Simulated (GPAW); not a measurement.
## N/Mo(100): simulated STM images

What would a tunnelling microscope show on N/Mo(100)?

Calculated with GPAW 26.7.0; GPAW, PAW setups; slab in vacuum, relaxation, in the first sound run; inputs show where later runs differ.

## Step 1: Starting point

The cell holds 6 atoms: 5 Mo and 1 N. Its edges and angles: a = 3.150 Å, b = 3.150 Å, c = 20.800 Å, α = 90.0°, β = 90.0°, γ = 90.0°. Vacuum lies along c.

## Step 2: Relaxing the atoms

Forces are removed first; all later runs use this geometry. The lowest 2 atoms are held at bulk positions and keep their forces.

Contents of run.py:

```python
import json
import numpy as np
from ase import Atoms
from ase.constraints import FixAtoms
from ase.optimize import BFGS
from gpaw import GPAW, PW

slab = Atoms(
    ['Mo', 'Mo', 'Mo', 'Mo', 'Mo', 'N'],
    positions=[
        [0.00000, 0.00000, 7.00000],
        [1.57500, 1.57500, 8.57500],
        [0.00000, 0.00000, 10.15000],
        [1.57500, 1.57500, 11.72500],
        [0.00000, 0.00000, 13.30000],
        [1.57500, 1.57500, 13.80000]],
    cell=[[3.15, 0.0, 0.0], [0.0, 3.15, 0.0], [0.0, 0.0, 20.8]],
    pbc=[True, True, False])

slab.calc = GPAW(mode=PW(500), xc='PBE', kpts={'size': (10, 10, 1), 'gamma': True},
                 occupations={'name': 'fermi-dirac', 'width': 0.1}, nbands='160%',
                 convergence={'density': 1e-05}, maxiter=200,
                 poissonsolver={'dipolelayer': 'xy'},
                 symmetry={'tolerance': 1e-3, 'extra_ids': [1, 1, 0, 0, 0, 0]}, txt='slab.txt')
result = {}
slab.set_constraint(FixAtoms([0, 1]))
path = []
opt = BFGS(slab, maxstep=0.2)
opt.attach(lambda: path.append((slab.get_potential_energy(), slab.positions.tolist(), slab.get_forces().tolist())))
result['relaxed'] = bool(opt.run(fmax=0.03, steps=40))
result['path'] = path
energy = slab.get_potential_energy()
fermi = slab.calc.get_fermi_level()
v = slab.calc.get_electrostatic_potential().mean((0, 1)) - fermi
n = slab.calc.get_pseudo_density().mean((0, 1))
L = slab.cell[2, 2]
z = np.arange(len(v)) * L / len(v)
low, high = slab.positions[:, 2].min(), slab.positions[:, 2].max()
below, above = np.interp([low - 4.8, high + 4.8], z, v)
slopes = [np.interp(x, z, np.gradient(v, z)) for x in (low - 4.8, high + 4.8)]
eps = np.array([[slab.calc.get_eigenvalues(k, s) for k in range(len(slab.calc.get_ibz_k_points()))]
                for s in range(slab.calc.get_number_of_spins())]) - fermi
top, bottom = eps[eps < 0].max(), eps[eps > 0].min()
dipole = slab.get_dipole_moment()[2]
print(f'energy {energy:.4f} eV, Fermi level {fermi:.4f} eV, dipole {dipole:.5f} e A')
print(f'potential 4.8 A off the faces, from the Fermi level: lower {below:.4f} eV, upper {above:.4f} eV')
print(f'slope of the potential there: lower {slopes[0]:.5f}, upper {slopes[1]:.5f} eV/A')
print(f'nearest levels on the mesh: {top:.4f} and {bottom:.4f} eV')
print('magnetic moment', round(slab.get_magnetic_moment(), 3))
result.update(energy=energy, fermi=fermi, dipole=dipole, below=below, above=above, slopes=slopes, edges=[top, bottom],
              z=z.tolist(), v=v.tolist(), n=n.tolist(), positions=slab.positions.tolist(),
              forces=slab.get_forces(apply_constraint=False).tolist(), moments=slab.get_magnetic_moments().tolist())
json.dump(result, open('result.json', 'w'))
```

The run is started by

```bash
$ OMP_NUM_THREADS=1 OPENBLAS_NUM_THREADS=1 python run.py
```

The log of the run:

```text
Step          Energy          fmax
BFGS:    0      -61.611402        2.381270
BFGS:    1      -61.715353        1.720875
BFGS:    2      -61.831890        0.688057
BFGS:    3      -61.855719        0.582444
BFGS:    4      -61.868429        0.426514
BFGS:    5      -61.871796        0.201083
BFGS:    6      -61.872918        0.066990
BFGS:    7      -61.873003        0.053500
BFGS:    8      -61.873306        0.031659
BFGS:    9      -61.873372        0.031838
BFGS:   10      -61.873439        0.042091
BFGS:   11      -61.873594        0.045301
BFGS:   12      -61.873677        0.026300
energy -61.7766 eV, Fermi level 3.3109 eV, dipole 0.01367 e A
potential 4.8 A off the faces, from the Fermi level: lower 3.8908 eV, upper 3.6371 eV
slope of the potential there: lower -0.00329, upper 0.00133 eV/A
nearest levels on the mesh: -0.0011 and 0.0001 eV
magnetic moment 0.0
```

Run time: 45 min. Hardware: 1 thread of Arm Neoverse V1, shared host; peak memory 0.33 GiB.

Step by step:

```csv
step,energy less that of the first step (eV),largest force (eV/Å)
1,0.0000,2.3813
2,-0.1019,1.7209
3,-0.2135,0.6881
4,-0.2387,0.5824
5,-0.2541,0.4265
6,-0.2576,0.2011
7,-0.2584,0.0670
8,-0.2585,0.0535
9,-0.2589,0.0317
10,-0.2590,0.0318
11,-0.2590,0.0421
12,-0.2590,0.0453
13,-0.2590,0.0263
```

The atoms that moved most (Å):

```csv
atom,dx,dy,dz,length
Mo5,0.000,0.000,0.189,0.189
N6,0.000,0.000,-0.078,0.078
Mo4,0.000,0.000,-0.033,0.033
```

Final coordinates:

```
Mo N
1.0
     3.15000    0.00000    0.00000
     0.00000    3.15000    0.00000
     0.00000    0.00000   20.80000
Mo N
5 1
Direct
  0.00000 0.00000 0.33654
  0.50000 0.50000 0.41226
  0.00000 0.00000 0.48806
  0.50000 0.50000 0.56211
  0.00000 0.00000 0.64850
  0.50000 0.50000 0.65969
```

Numbers from this step:

- dipole along the normal: 0.01367 e·Å
- levels nearest the Fermi level on the mesh: -0.001060, 1.06e-4 eV from the Fermi level
- upper work function: 3.637 eV
- lower work function: 3.891 eV

The electrostatic potential energy of an electron (without an applied field's), less the Fermi level, planar mean oscillates, so the rows of the table below give means over windows of 1.54 Å about each position, cut where the curve ends. Its maxima inside the range that stand out by 2 % of the span (Å: eV): 7.8: -7.36, 9.3: -7.84, 10.9: -8.44, 12.6: -5.14. Its minima: 7.0: -19.1, 8.6: -19.6, 10.1: -19.6, 11.7: -19.6, 13.6: -29.0.

Table of electrostatic potential energy of an electron (without an applied field's), less the Fermi level, planar mean by z; means over each step:

z (Å), electrostatic potential energy of an electron (without an applied field's), less the Fermi level, planar mean (eV) and a bar from the least value:
```
     0.77        3.9 ##############################
     2.31        3.9 ##############################
     3.85        3.8 ##############################
     5.39        2.2 ###########################
     6.93      -12.2 ######
     8.47      -13.4 ####
    10.01      -13.6 ###
    11.55      -13.5 ####
    13.09      -15.8 
    14.63       -2.6 ####################
    16.17        3.5 #############################
    17.71        3.6 ##############################
    19.25        3.6 ##############################
```

The pseudo valence density, planar mean oscillates, so the rows of the table below give means over windows of 1.64 Å about each position, cut where the curve ends. Its maxima inside the range that stand out by 2 % of the span (Å: e/Å³): 6.9: 1.41, 8.7: 1.40, 10.2: 1.45, 11.7: 1.43, 13.5: 1.80. Its minima: 7.7: 0.502, 9.4: 0.490, 11.0: 0.510, 12.5: 0.392.

Table of pseudo valence density, planar mean by z; means over each step:

```csv
z (Å),"pseudo valence density, planar mean (e/Å³)"
2.46,8.7e-5
4.10,0.00289
5.74,0.139
7.38,0.880
9.02,0.891
10.66,0.927
12.30,0.800
13.94,0.948
15.58,0.0209
17.22,3.0e-4
18.86,9.2e-6
```

The relaxation lowered the energy of the cell by 0.259 eV (energies extrapolated to zero smearing; the optimiser's log prints free energies). The largest force left on a free atom is 0.026 eV/Å.

## Step 3: Plane waves, PBE

With the geometry fixed, the planar mean of the potential gives the vacuum level on each side.

This step: GPAW, PAW setups; slab in vacuum (GPAW 26.7.0).

run.py: that of step 2 with these lines changed.

```diff
@@ -3,4 +3,3 @@
 from ase import Atoms
-from ase.constraints import FixAtoms
-from ase.optimize import BFGS
+from ase.dft.stm import STM
 from gpaw import GPAW, PW
@@ -12,6 +11,6 @@
         [1.57500, 1.57500, 8.57500],
-        [0.00000, 0.00000, 10.15000],
-        [1.57500, 1.57500, 11.72500],
-        [0.00000, 0.00000, 13.30000],
-        [1.57500, 1.57500, 13.80000]],
+        [0.00000, 0.00000, 10.15167],
+        [1.57500, 1.57500, 11.69190],
+        [0.00000, 0.00000, 13.48873],
+        [1.57500, 1.57500, 13.72161]],
     cell=[[3.15, 0.0, 0.0], [0.0, 3.15, 0.0], [0.0, 0.0, 20.8]],
@@ -23,10 +22,4 @@
                  poissonsolver={'dipolelayer': 'xy'},
-                 symmetry={'tolerance': 1e-3, 'extra_ids': [1, 1, 0, 0, 0, 0]}, txt='slab.txt')
+                 symmetry={'tolerance': 1e-3}, txt='slab.txt')
 result = {}
-slab.set_constraint(FixAtoms([0, 1]))
-path = []
-opt = BFGS(slab, maxstep=0.2)
-opt.attach(lambda: path.append((slab.get_potential_energy(), slab.positions.tolist(), slab.get_forces().tolist())))
-result['relaxed'] = bool(opt.run(fmax=0.03, steps=40))
-result['path'] = path
 energy = slab.get_potential_energy()
@@ -52,2 +45,16 @@
               forces=slab.get_forces(apply_constraint=False).tolist(), moments=slab.get_magnetic_moments().tolist())
+
+# Images need the states of the whole zone, up to time reversal
+slab.calc = slab.calc.fixed_density(symmetry={'point_group': False}, txt='states.txt', nbands='250%',
+                                    convergence={'bands': 'CBM+1.3'})
+stm = STM(slab)
+result['stm'] = []
+for bias in [-1.0, 1.0]:
+    height = high + 4.0
+    current = stm.get_averaged_current(bias, height)
+    x, y, h = stm.scan(bias, current)
+    i, f = divmod(height / L * stm.ldos.shape[2], 1)
+    I = abs((1 - f) * stm.ldos[:, :, int(i)] + f * stm.ldos[:, :, int(i) + 1])
+    print(f'bias {bias} V: mean current at 4.0 A {current:.4e}, corrugation {np.ptp(h):.4f} A')
+    result['stm'].append(dict(bias=bias, current=current, h=(h - high).tolist(), I=I.tolist()))
 json.dump(result, open('result.json', 'w'))
```

The log of the run:

```text
energy -61.7766 eV, Fermi level 3.3109 eV, dipole 0.01366 e A
potential 4.8 A off the faces, from the Fermi level: lower 3.8909 eV, upper 3.6370 eV
slope of the potential there: lower -0.00328, upper 0.00133 eV/A
nearest levels on the mesh: -0.0011 and 0.0002 eV
magnetic moment 0.0
bias -1.0 V: mean current at 4.0 A 3.3188e-05, corrugation 0.0932 A
bias 1.0 V: mean current at 4.0 A 3.9695e-05, corrugation 0.3234 A
```

Elapsed: 11 min, on 1 thread; peak memory 0.87 GiB.

Numbers from this step:

```yaml
dipole_along_the_normal: 0.01366 e·Å
levels_nearest_the_fermi_level_on_the_mesh: -0.001118, 1.76e-4 eV from the Fermi level
corrugation_minus_1: 0.09319 Å
corrugation_1: 0.3234 Å
```

The electrostatic potential energy of an electron (without an applied field's), less the Fermi level, planar mean oscillates, so the rows of the table below give means over windows of 1.54 Å about each position, cut where the curve ends. Its maxima inside the range that stand out by 2 % of the span (Å: eV): 7.8: -7.36, 9.3: -7.84, 10.9: -8.44, 12.6: -5.14. Its minima: 7.0: -19.1, 8.6: -19.6, 10.1: -19.6, 11.7: -19.6, 13.6: -29.0.

Electrostatic potential energy of an electron (without an applied field's), less the Fermi level, planar mean against z; means over each step:

```csv
z (Å),"electrostatic potential energy of an electron (without an applied field's), less the Fermi level, planar mean (eV)"
0.77,3.88
2.31,3.89
3.85,3.83
5.39,2.22
6.93,-12.2
8.47,-13.4
10.01,-13.6
11.55,-13.5
13.09,-15.8
14.63,-2.64
16.17,3.53
17.71,3.63
19.25,3.64
```

The pseudo valence density, planar mean by z:

```csv
z (Å),"pseudo valence density, planar mean (e/Å³)"
3.0,1.7e-4
3.5,5.0e-4
4.0,0.00144
4.5,0.00419
5.0,0.0119
5.5,0.0356
6.0,0.126
6.5,0.550
7.0,1.39
7.5,0.651
8.0,0.601
8.5,1.39
9.0,0.776
9.5,0.533
10.0,1.32
10.5,0.934
11.0,0.524
11.5,1.22
12.0,0.978
12.5,0.399
13.0,0.748
13.5,1.78
14.0,0.921
14.5,0.225
15.0,0.0467
15.5,0.0113
16.0,0.00292
16.5,8.9e-4
17.0,2.8e-4
17.5,9.6e-5
```

Tip height over the top atom over a1 and a2. Sample bias -1 V, constant current at the mean current 4.0 Å over the top atom.

Ten even steps from '_' (3.965 Å) to '@' (4.058 Å):
```
@@@@@@%%**++++--::::::--++++**%%@@@@
@@@@%%##**++==--::::::--==++**##%%@@
%%%%##**++==----::::::----==++**##%%
##****++==--::::::::::::::--==++****
**++++==--::..............::--==++++
++++==--::..______________..::--==++
==------::..______________..::------
--::::::::..______________..::::::::
::::::::::..______________..::::::::
--::::::::..______________..::::::::
==------::..______________..::------
++++==--::..______________..::--==++
**++++==--::..............::--==++++
##****++==--::::::::::::::--==++****
%%%%##**++==----::::::----==++**##%%
@@@@%%##**++==--::::::--==++**##%%@@
@@@@@@%%**++++--::::::--++++**%%@@@@
@@@@@@%%##**++==--::--==++**##%%@@@@
```
Columns: a1 from 0 to 0.944; rows upwards: a2 from 0 to 0.944.

Local density of states summed over the bias window over a1 and a2. Sample bias -1 V, constant height 4.0 Å over the top atom.

Values in units of 1e-5 arbitrary, 12 rows by 16 columns, each cell a mean:
```
3.7 3.7 3.6 3.5 3.4 3.4 3.3 3.3 3.2 3.3 3.3 3.4 3.4 3.5 3.6 3.7
3.6 3.6 3.5 3.5 3.4 3.3 3.3 3.3 3.2 3.3 3.3 3.3 3.4 3.5 3.5 3.6
3.5 3.5 3.4 3.4 3.3 3.2 3.2 3.2 3.2 3.2 3.2 3.2 3.3 3.4 3.4 3.5
3.4 3.4 3.3 3.3 3.2 3.2 3.1 3.1 3.1 3.1 3.1 3.2 3.2 3.3 3.4 3.4
3.3 3.3 3.3 3.2 3.2 3.1 3.1 3.1 3.1 3.1 3.1 3.1 3.2 3.3 3.3 3.3
3.3 3.2 3.2 3.2 3.2 3.1 3.1 3.1 3.1 3.1 3.1 3.1 3.2 3.2 3.2 3.2
3.3 3.3 3.3 3.2 3.2 3.1 3.1 3.1 3.1 3.1 3.1 3.1 3.2 3.2 3.3 3.3
3.4 3.4 3.3 3.3 3.2 3.1 3.1 3.1 3.1 3.1 3.1 3.2 3.2 3.3 3.3 3.4
3.5 3.4 3.4 3.3 3.3 3.2 3.2 3.2 3.2 3.2 3.2 3.2 3.3 3.4 3.4 3.4
3.5 3.5 3.5 3.4 3.4 3.3 3.3 3.2 3.2 3.2 3.3 3.3 3.4 3.4 3.5 3.5
3.7 3.6 3.6 3.5 3.4 3.4 3.3 3.3 3.2 3.3 3.3 3.4 3.4 3.5 3.6 3.6
3.7 3.7 3.6 3.5 3.5 3.4 3.3 3.3 3.2 3.3 3.4 3.4 3.5 3.5 3.6 3.7
```
Columns: a1 from 0 to 0.944; rows upwards: a2 from 0 to 0.944.

Tip height over the top atom over a1 and a2. Sample bias 1 V, constant current at the mean current 4.0 Å over the top atom.

Ten even steps from '0' (3.82 Å) to '9' (4.14 Å):
```
999887655555678899
999877654445677899
988876544444567888
887765443334456778
777654432223445677
666544321112344566
555443210001234455
554432100000123445
554432100000123445
554432100000123445
555443210001234455
666544321112344566
777654432223445677
887765443334456778
988876544444567888
999877654445677899
999887655555678899
999987655555678999
```
Columns: a1 from 0 to 0.944; rows upwards: a2 from 0 to 0.944.

Local density of states summed over the bias window over a1 and a2. Sample bias 1 V, constant height 4.0 Å over the top atom.

Ten even steps from '_' (2.80 × 1e-5 arbitrary) to '@' (5.39 × 1e-5 arbitrary):
```
@@@@@@%%##**++==========++**##%%@@@@
@@@@%%##**++++==------==++++**##%%@@
%%%%####**++==----::----==++**####%%
####****++==--::::::::::--==++****##
****++++==--::::......::::--==++++**
++++++==--::::....__....::::--==++++
======--::::..__________..::::--====
====----::....__________....::----==
====--::::..______________..::::--==
====----::....__________....::----==
======--::::..__________..::::--====
++++++==--::::....__....::::--==++++
****++++==--::::......::::--==++++**
####****++==--::::::::::--==++****##
%%%%####**++==----::----==++**####%%
@@@@%%##**++++==------==++++**##%%@@
@@@@@@%%##**++==========++**##%%@@@@
@@@@@@%%##**++==========++**##%%@@@@
```
Columns: a1 from 0 to 0.944; rows upwards: a2 from 0 to 0.944.

Force by atom:

```csv
atom,x (eV/Å),y (eV/Å),z (eV/Å),size
Mo1,0.00,0.00,1.46,1.46
Mo2,0.00,0.00,-1.50,1.50
Mo3,0.00,0.00,-0.03,0.03
Mo4,0.00,0.00,0.00,0.00
Mo5,0.00,0.00,0.01,0.01
N6,0.00,0.00,0.00,0.00
```

The potential is flat to 0.003 eV/Å where it is read, so the vacuum is wide enough.

## Step 4: What came out

```json
{
  "work function, upper and lower face": "3.637 and 3.891 eV",
  "dipole along the normal": "0.0137 e Å",
  "corrugation at -1 V": "0.0932 Å",
  "corrugation at 1 V": "0.323 Å"
}
```

In words: The corrugation at constant current is largest at 1 V, where the tip height varies by 0.32 Å over the cell. Negative sample bias images filled states, positive bias empty ones. The two faces differ by 0.25 eV, the step that the slab's dipole makes (e p/(ε0 A) gives 0.25 eV), so the dipole layer is needed. The images are of Tersoff-Hamann type: an s-wave tip, no tip-sample forces, heights closer than in a microscope. The cell of 9.92 Å² holds one N, started on one chosen site; other sites and coverages weren't tried. The in-plane lattice was kept as typed, which isn't the functional's own and leaves some strain; spin-orbit coupling and temperature are left out.

[Logs are printed without paths, hosts, clocks, repeated set-up lines and the standing remarks that a program may print on its own settings, such as how far it seeks lower states.]

[Hosts, paths, dates, database ids (printed as entryN), source tags and the programs' standing remarks are cut or masked in the printed files.]
